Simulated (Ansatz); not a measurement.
# Decaying states in the gap of LiPH2SO3, part 2 of 2

A new crystal, LiPH2SO3: structure, gap and complex bands. It is built by putting Li for K in the KPH2SO3 structure of space group Cm, with the volume rescaled by atomic radii. The parent structure comes from the Materials Project.

Ansatz 0.2.0; r2SCAN DFT, plane waves, PAW files (the session's first sound run).

So far. Step 2 (Relaxing the new crystal): The largest force component on a free atom ends at 0.019 eV/Å.

The structure was built from a prototype and need not be the compound's stable phase.

**3. The bulk crystal and its band edges**

The energy window and the wavevectors of the next steps follow from the band edges, so these are searched first, off the mesh as well.

input.yaml

```yaml
crystal:
  lattice:
    - [2.8037229237, -3.3923044758, -0.3792051887]
    - [2.8037229237, 3.3923044758, -0.3792051887]
    - [-2.2686893785, 0.0, 5.3076759724]
  atoms:
    - { symbol: Li, position: [0.778648731, 0.778648731, 0.6580133684] }
    - { symbol: H, position: [0.2288405821, 0.828245115, 0.2079546618] }
    - { symbol: H, position: [0.828245115, 0.2288405821, 0.2079546618] }
    - { symbol: P, position: [0.3500997134, 0.3500997134, 0.0889431242] }
    - { symbol: S, position: [0.3375106988, 0.3375106988, 0.7442937717] }
    - { symbol: O, position: [0.0619322588, 0.0619322588, 0.0529589927] }
    - { symbol: O, position: [0.3523780181, 0.6965148829, 0.2909362097] }
    - { symbol: O, position: [0.6965148829, 0.3523780181, 0.2909362097] }
kpoints:
  mp_grid: { grid: [6, 6, 6] }
  band_path: { path: [VBM, CBM], npoints: 30 }
scf:
  occupations: { method: fixed }
hamiltonian:
  xc: r2scan
output:
  eigenvalues: true
  write_potential: true
  write_density: true
  volumetric_format: npy
```

Run with:

```console
ansatz run input.yaml --threads 2 --pin off --max-ram 4096MiB --backend cpu --events-out ev --progress --plain --runs-dir out
```

Numbers of over 12 decimals in the logs are rounded to 6 here.

What it wrote:

```text
[...]
Crystal: 8 atoms, lattice volume = 95.127 Å³
Basis set: ecut = 500 eV, 2399 PW (Γ), exchange–correlation on 144×144×180 points (64 copies of the dense FFT grid, shifted against one another)
Bands: 25, of which v1, the nominal top of the filled ones, is band 17 counted from 1 (16 counted from 0)
Symmetry: 2 space group operations
[...]
k-points: 68 of 216 (time reversal used)
[...]
SCF iter   1: F=—  HF=-3612.236551 eV  |F-HF|=—  |Δ(HF+E_count)|=         —  Δρ=6.82e-3  dr2=4.38e-2  dr2_τ=4.37e-1  ethr=1.77e-3  ⟨swp⟩=5.4  Hψ=8287  notcnv=0  defer=382
[...]
SCF iter   8: F=-3612.293979 eV  HF=-3612.293979 eV  |F-HF|=1.26e-10  |Δ(HF+E_count)|=   2.58e-8  Δρ=3.69e-6  dr2=1.32e-8  dr2_τ=1.31e-9  ethr=2.94e-10  ⟨swp⟩=11.5  Hψ=8911  notcnv=0
SCF 1 converged in 8 iterations: F = -3612.293979 eV  dr2 = 1.32e-8
[...]
NSCF: frozen V_eff on 68 k-points
[...]
SCF converged after 8 iterations
Free energy (F): -3612.293979 eV
[...]
Internal energy: -3612.293979 eV  (E = F + TS)
E sigma→0 (E₀):  -3612.293979 eV
Fermi energy:    2.388767 eV
[...]
--- Band table (eV; the first three rows and the last of 68) ---
  k-point 0: bands = [... 13 lower, 0.1665, 0.4509, 2.0623, 2.3888, 7.6285, 8.4855, 9.1365, 9.9731, ... 4 higher]
  k-point 1: bands = [... 13 lower, 0.1720, 0.1799, 2.0607, 2.3045, 7.9532, 8.5590, 9.0437, 10.0199, ... 4 higher]
  k-point 2: bands = [... 13 lower, -0.2722, 0.1830, 2.0674, 2.1363, 8.3781, 8.7211, 9.2203, 10.1851, ... 4 higher]
  k-point 67: bands = [... 13 lower, -0.2311, 0.5805, 1.9741, 2.0913, 8.7479, 8.8370, 9.3125, 10.5965, ... 4 higher]
```

It took 50 s on 2 threads of Arm Neoverse V1, shared host; peak memory 0.6 GiB; 100 s of CPU time.

The column dr2 measures how far the density is from self-consistency, as an energy; F and HF (Harris–Foulkes) agree once it is small.

Numbers from this step:

```
Fermi energy        : 2.389 eV
gap on the k-mesh   : 5.240 eV
gap on path         : 5.240 eV, by band count; negative where bands overlap
direct gap on path  : 5.240 eV
edge places on path : 0, 0 1/A along the path
```

Levels at VBM (eV): -6.80, -5.70, -4.92, -4.44, -3.68, -2.78, -2.22, -1.94, -0.33, 0.00, 5.24, 6.10, 6.75, 7.58.

The searched edges give 5.24 eV, as on the mesh.

**4. Complex bands, plane (001), k-mesh 6×6×6**

This step: r2SCAN DFT, plane waves, PAW files; complex bands by layer matching along the plane's normal (Ansatz 0.2.0).

The same crystal is laid in a cell whose first two vectors span the (001) plane (indices of the standard conventional cell, whose axes can be ordered otherwise than in the bulk input). At fixed energy and wavevector in the plane the solver finds all kz, real and complex. A few wavevectors are listed, (0, 0) and (0.5, 0) in units of the plane's reciprocal vectors; the slowest state needn't be among them.

Edit input.yaml of step 3 so:

```diff
@@ -2,5 +2,5 @@
   lattice:
-    - [2.8037229237, -3.3923044758, -0.3792051887]
-    - [2.8037229237, 3.3923044758, -0.3792051887]
-    - [-2.2686893785, 0.0, 5.3076759724]
+    - [4.417282928, 0.0, 0.0]
+    - [-0.793037463, 4.345512633, 0.0]
+    - [-1.895616564, -2.272866396, 4.955713058]
   atoms:
@@ -16,3 +16,2 @@
   mp_grid: { grid: [6, 6, 6] }
-  band_path: { path: [VBM, CBM], npoints: 30 }
 scf:
@@ -23,4 +22,6 @@
   eigenvalues: true
-  write_potential: true
-  write_density: true
-  volumetric_format: npy
+  transmission:
+    leads: [[0, 0]]
+    kpoints: [[0.0, 0.0], [0.5, 0.0]]
+    e_range: [-1.0, 6.24]
+    de: 0.18
```

What it wrote:

```text
[...]
Crystal: 8 atoms, lattice volume = 95.127 Å³
Basis set: ecut = 500 eV, 2399 PW (Γ), exchange–correlation on 144×144×180 points (64 copies of the dense FFT grid, shifted against one another)
Bands: 25, of which v1, the nominal top of the filled ones, is band 17 counted from 1 (16 counted from 0)
Symmetry: 2 space group operations
[...]
k-points: 68 of 216 (time reversal used)
[...]
SCF iter   1: F=—  HF=-3612.236555 eV  |F-HF|=—  |Δ(HF+E_count)|=         —  Δρ=6.82e-3  dr2=4.38e-2  dr2_τ=4.37e-1  ethr=1.77e-3  ⟨swp⟩=5.4  Hψ=8283  notcnv=0  defer=384
[...]
SCF iter   8: F=-3612.293979 eV  HF=-3612.293979 eV  |F-HF|=1.76e-10  |Δ(HF+E_count)|=   2.67e-8  Δρ=3.69e-6  dr2=1.30e-8  dr2_τ=1.25e-9  ethr=2.94e-10  ⟨swp⟩=11.5  Hψ=8922  notcnv=0
SCF 1 converged in 8 iterations: F = -3612.293979 eV  dr2 = 1.30e-8
[...]
transmission: 7 of 14 steps passed
transmission: 14 of 14 steps passed
SCF converged after 8 iterations
Free energy (F): -3612.293979 eV
[...]
Internal energy: -3612.293979 eV  (E = F + TS)
E sigma→0 (E₀):  -3612.293979 eV
Fermi energy:    2.388766 eV
[...]
--- Band table (eV; the first three rows and the last of 68) ---
  k-point 0: bands = [... 13 lower, 0.1665, 0.4509, 2.0623, 2.3888, 7.6285, 8.4855, 9.1365, 9.9731, ... 4 higher]
  k-point 1: bands = [... 13 lower, 0.1720, 0.1799, 2.0607, 2.3045, 7.9532, 8.5590, 9.0437, 10.0199, ... 4 higher]
  k-point 2: bands = [... 13 lower, -0.2722, 0.1830, 2.0674, 2.1363, 8.3781, 8.7211, 9.2203, 10.1851, ... 4 higher]
  k-point 67: bands = [... 13 lower, -0.2311, 0.5805, 1.9741, 2.0913, 8.7479, 8.8370, 9.3125, 10.5965, ... 4 higher]
--- Transmission ---
  basis      : 203 plane waves across, 7 finite elements along
  points     : 2, as listed
  energies   : 41 from -1.000000 to 6.200000 eV about the Fermi level, 0.180000 eV apart; the leads are filled to 2.619862 eV, and channels, transmission and decay are at 2.600000 eV
  crystal 0  : Li1S1O3P1H2, at the sites [0, 0], period 4.9557 Å: whole cells are its period
    offset         : up to 0.0000 Å between an atom of the period and one for which it stands
    channels       : 0.000000e0 a spin
    conductance    : none, the energies end too early or step too widely for 300 K: set another output.transmission.e_range or a lower de, or, where they end at an eighth of basis.ecutwfc, a higher one
    slowest decay  : 0.4277 /Å at (0.0000, 0.0000)
```

The job ended after 40 s (2 threads; peak memory 0.78 GiB; 80 s of CPU time).

Numbers from this step:

```yaml
level_to_which_the_leads_are_filled: 2.620 eV from the Fermi level
decay_constant_at_the_filling_level_zone_centre: 0.4277 Å⁻¹
decay_constant_at_the_filling_level_slowest_listed_point: 0.4277 Å⁻¹
```

K parallel (0, 0); values up to 1.5 1/Å, a degenerate pair printed once or twice; energies at which all values exceed this have no row. The Im kz of the slowest decaying states by energy, zero at the highest filled level on the SCF mesh:

```csv
energy (eV),decay 1 (Å⁻¹),decay 2 (Å⁻¹),decay 3 (Å⁻¹),decay 4 (Å⁻¹)
-1.00,0.340,0.454,0.951,0.984
-0.46,0.231,0.443,1.04,1.04
0.08,0.189,0.391,0.725,1.05
0.62,0.425,0.444,0.922,1.09
0.98,0.437,0.516,0.902,1.10
1.52,0.444,0.584,0.886,1.13
2.06,0.441,0.628,0.869,1.05
2.60,0.428,0.658,0.848,0.949
3.14,0.404,0.681,0.822,0.867
3.68,0.368,0.715,0.767,0.790
4.22,0.314,0.701,0.750,0.996
4.58,0.262,0.669,0.718,0.967
5.12,0.119,0.555,0.609,0.762
5.66,0.379,0.462,0.574,0.757
6.20,0.152,0.579,0.725,0.736
```

K parallel (0.5, 0); values up to 1.5 1/Å, a degenerate pair printed once or twice; energies at which all values exceed this have no row. The Im kz of the slowest decaying states by energy, zero at the highest filled level on the SCF mesh:

```csv
energy (eV),decay 1 (Å⁻¹),decay 2 (Å⁻¹),decay 3 (Å⁻¹),decay 4 (Å⁻¹)
-1.00,0.321,0.857,0.901,0.959
-0.46,0.600,0.767,0.876,1.07
0.08,0.354,0.360,0.803,0.939
0.62,0.450,0.450,0.845,0.969
0.98,0.479,0.487,0.850,0.981
1.52,0.505,0.522,0.843,0.994
2.06,0.519,0.541,0.824,1.00
2.60,0.524,0.548,0.798,1.01
3.14,0.520,0.545,0.764,1.01
3.68,0.507,0.533,0.722,1.01
4.22,0.483,0.510,0.673,1.01
4.58,0.459,0.488,0.633,1.00
5.12,0.404,0.441,0.562,0.931
5.66,0.304,0.362,0.467,0.847
6.20,0.352,0.767,1.03,1.07
```

At the listed wavevectors the last open channel is at -0.10 eV and the next at +5.30 eV on the grid. At +2.60 eV, the grid energy nearest the filling level (the middle of the gap on the SCF mesh), the slowest state at the listed wavevectors decays with κ = 0.428 Å⁻¹, its amplitude falling by e over 2.3 Å. Through 1 nm of this crystal that state's transmission falls by exp(−2 × 0.428 Å⁻¹ × 10 Å) = 1.9e-4.

**5. Complex bands, plane (100), k-mesh 6×10×10**

The same for the (100) plane, at (0, 0) and (0.5, 0), to see how the decay depends on direction.

input.yaml

```yaml
crystal:
  lattice:
    - [5.77220718, 0.0, 0.0]
    - [0.0, 6.784608952, 0.0]
    - [-1.45065387, 3.392304476, 2.429045524]
  atoms:
    - { symbol: Li, position: [0.6580133684, 0.221351269, 0.557297462] }
    - { symbol: H, position: [0.2079546618, 0.171754885, 0.0570856971] }
    - { symbol: H, position: [0.2079546618, 0.7711594179, 0.0570856971] }
    - { symbol: P, position: [0.0889431242, 0.6499002866, 0.7001994268] }
    - { symbol: S, position: [0.7442937717, 0.6624893012, 0.6750213976] }
    - { symbol: O, position: [0.0529589927, 0.9380677412, 0.1238645176] }
    - { symbol: O, position: [0.2909362097, 0.3034851171, 0.048892901] }
    - { symbol: O, position: [0.2909362097, 0.6476219819, 0.048892901] }
kpoints:
  mp_grid: { grid: [6, 10, 10] }
scf:
  occupations: { method: fixed }
hamiltonian:
  xc: r2scan
output:
  eigenvalues: true
  transmission:
    leads: [[0, 0]]
    kpoints: [[0.0, 0.0], [0.5, 0.0]]
    e_range: [-1.0, 6.24]
    de: 0.12
```

What it wrote:

```text
[...]
Crystal: 8 atoms, lattice volume = 95.127 Å³
Basis set: ecut = 500 eV, 2399 PW (Γ), exchange–correlation on 180×200×144 points (64 copies of the dense FFT grid, shifted against one another)
Bands: 25, of which v1, the nominal top of the filled ones, is band 17 counted from 1 (16 counted from 0)
Symmetry: 2 space group operations
[...]
k-points: 172 of 600 (time reversal used)
[...]
SCF iter   1: F=—  HF=-3612.236724 eV  |F-HF|=—  |Δ(HF+E_count)|=         —  Δρ=6.81e-3  dr2=4.37e-2  dr2_τ=4.37e-1  ethr=1.77e-3  ⟨swp⟩=5.3  Hψ=20954  notcnv=0  defer=989
[...]
SCF iter   8: F=-3612.293975 eV  HF=-3612.293975 eV  |F-HF|=2.80e-10  |Δ(HF+E_count)|=   2.01e-8  Δρ=3.89e-6  dr2=1.42e-8  dr2_τ=1.40e-9  ethr=2.94e-10  ⟨swp⟩=11.5  Hψ=22741  notcnv=0
SCF 1 converged in 8 iterations: F = -3612.293975 eV  dr2 = 1.42e-8
[...]
transmission: 4 of 8 steps passed
transmission: 8 of 8 steps passed
SCF converged after 8 iterations
Free energy (F): -3612.293975 eV
[...]
Internal energy: -3612.293975 eV  (E = F + TS)
E sigma→0 (E₀):  -3612.293975 eV
Fermi energy:    2.388765 eV
[...]
--- Band table (eV; the first three rows and the last of 172) ---
  k-point 0: bands = [... 13 lower, 0.1665, 0.4509, 2.0623, 2.3888, 7.6285, 8.4855, 9.1365, 9.9731, ... 4 higher]
  k-point 1: bands = [... 13 lower, 0.2191, 0.4097, 1.9886, 2.2763, 8.0627, 8.6746, 9.2201, 9.9251, ... 4 higher]
  k-point 2: bands = [... 13 lower, 0.3179, 0.3278, 1.9255, 1.9952, 8.6267, 9.0986, 9.6390, 10.2156, ... 4 higher]
  k-point 171: bands = [... 13 lower, -0.2944, 0.2774, 1.9527, 2.1498, 8.7622, 9.2782, 9.5037, 10.5584, ... 4 higher]
--- Transmission ---
  basis      : 413 plane waves across, 4 finite elements along
  points     : 2, as listed
[...]
crystal 0  : S1P1O3H2Li1, at the sites [0, 0], period 2.4290 Å: whole cells are its period
[...]
channels       : 0.000000e0 a spin
[...]
slowest decay  : 0.4386 /Å at (0.0000, 0.0000)
```

Elapsed: 3.2 min, on 2 threads; peak memory 1.6 GiB.

Numbers from this step:

| Quantity | Value |
| --- | --- |
| decay constant at the filling level, zone centre | 0.4386 Å⁻¹ |
| decay constant at the filling level, slowest listed point | 0.4386 Å⁻¹ |

K parallel (0, 0); values up to 1.5 1/Å, a degenerate pair printed once or twice; energies at which all values exceed this have no row. Im kz of the slowest decaying states against energy, zero at the highest filled level on the SCF mesh:

```csv
energy (eV),decay 1 (Å⁻¹),decay 2 (Å⁻¹),decay 3 (Å⁻¹),decay 4 (Å⁻¹)
-1.000,0.342,0.385,0.426,0.534
-0.520,0.292,0.596,0.638,0.921
-0.040,0.305,0.443,0.685,0.722
0.440,0.393,0.465,0.529,0.715
1.040,0.435,0.587,0.635,0.741
1.520,0.448,0.616,0.690,0.756
2.000,0.450,0.636,0.710,0.766
2.480,0.442,0.648,0.710,0.774
2.960,0.425,0.656,0.697,0.781
3.440,0.398,0.657,0.673,0.794
4.040,0.347,0.628,0.645,0.769
4.520,0.283,0.577,0.620,0.741
5.000,0.173,0.508,0.580,0.713
5.480,0.406,0.519,0.676,0.684
5.960,0.206,0.414,0.616,0.651
```

K parallel (0.5, 0); values up to 1.5 1/Å, a degenerate pair printed once or twice; energies at which all values exceed this have no row. Im kz of the slowest decaying states against energy, zero at the highest filled level on the SCF mesh:

```csv
energy (eV),decay 1 (Å⁻¹),decay 2 (Å⁻¹),decay 3 (Å⁻¹),decay 4 (Å⁻¹)
-1.000,0.420,0.550,0.557,0.568
-0.520,0.323,0.430,0.435,0.437
-0.040,0.371,0.443,0.526,0.640
0.440,0.475,0.554,0.691,0.736
1.040,0.525,0.607,0.790,0.825
1.520,0.545,0.627,0.811,0.826
2.000,0.554,0.636,0.819,0.821
2.480,0.555,0.636,0.807,0.823
2.960,0.550,0.630,0.789,0.803
3.440,0.538,0.618,0.766,0.771
4.040,0.514,0.594,0.724,0.730
4.520,0.486,0.567,0.679,0.695
5.000,0.446,0.532,0.625,0.650
5.480,0.386,0.483,0.557,0.592
5.960,0.227,0.410,0.460,0.465
```

At the listed wavevectors the last open channel is at -0.04 eV and the next at +5.24 eV on the grid. At +2.60 eV, the grid energy nearest the filling level (the middle of the gap on the SCF mesh), the slowest state at the listed wavevectors decays with κ = 0.439 Å⁻¹, its amplitude falling by e over 2.3 Å; the first such run, plane (001), gave 0.428 Å⁻¹.

**6. The same cell, other settings**

This step: r2SCAN DFT, plane waves, PAW files; complex bands by layer matching along the plane's normal; changed: output.transmission.temperature = 0, scf.max_iter = 50 (Ansatz 0.2.0).

This run repeats an earlier one, its twin (the complex run, plane (001)), with two settings changed (scf.max_iter, output.transmission.temperature; files written aside). The setting was drawn as a possible misstep, on purpose. Where the input is shown as a difference, that is against the step before, not the twin.

input.yaml

```yaml
crystal:
  lattice:
    - [4.417282928, 0.0, 0.0]
    - [-0.793037463, 4.345512633, 0.0]
    - [-1.895616564, -2.272866396, 4.955713058]
  atoms:
    - { symbol: Li, position: [0.778648731, 0.778648731, 0.6580133684] }
    - { symbol: H, position: [0.2288405821, 0.828245115, 0.2079546618] }
    - { symbol: H, position: [0.828245115, 0.2288405821, 0.2079546618] }
    - { symbol: P, position: [0.3500997134, 0.3500997134, 0.0889431242] }
    - { symbol: S, position: [0.3375106988, 0.3375106988, 0.7442937717] }
    - { symbol: O, position: [0.0619322588, 0.0619322588, 0.0529589927] }
    - { symbol: O, position: [0.3523780181, 0.6965148829, 0.2909362097] }
    - { symbol: O, position: [0.6965148829, 0.3523780181, 0.2909362097] }
kpoints:
  mp_grid: { grid: [6, 6, 6] }
scf:
  occupations: { method: fixed }
  max_iter: 50
hamiltonian:
  xc: r2scan
output:
  eigenvalues: true
  transmission:
    leads: [[0, 0]]
    kpoints: [[0.0, 0.0], [0.5, 0.0]]
    e_range: [-1.0, 6.24]
    de: 0.18
    temperature: 0
```

What it wrote:

```text
Error: invalid value for `output.transmission.temperature`: must be finite and ≥ 1.2; got 0 K
```

Run time: 0.13 s. Hardware: 2 threads; peak memory 0.082 GiB.

The input was rejected at the start.

The program's message: “Error: invalid value for `output.transmission.temperature`: must be finite and ≥ 1.2; got 0 K”

The change that led to it: output.transmission.temperature = 0.

**7. Summary of results**

- band gap: 5.24 eV
- least decay constant at mid-gap, normal to (001): 0.428 Å⁻¹
- least decay constant at mid-gap, normal to (100): 0.439 Å⁻¹

In words: With r2SCAN, the slowest decay at the wavevectors tried is κ = 0.428 Å⁻¹, normal to (001). Through such a film the transmission near mid-gap falls as exp(−2κd), a factor of ten every 2.7 Å. The directions tried decay at nearly the same rate. A free electron under a barrier of half the gap would need a mass of 0.27 mₑ to decay at this rate. The compound is made up by substitution; its stability against other phases and against distortions of the cell's symmetry was not tested. r2SCAN still narrows gaps, if less than LDA and GGA do, so real decay constants are likely larger.

[Logs are printed without paths, hosts, clocks, repeated set-up lines and the standing remarks that a program may print on its own settings, such as how far it seeks lower states.]

[Hosts, paths, dates, database ids (printed as entryN), source tags and the programs' standing remarks are cut or masked in the printed files.]
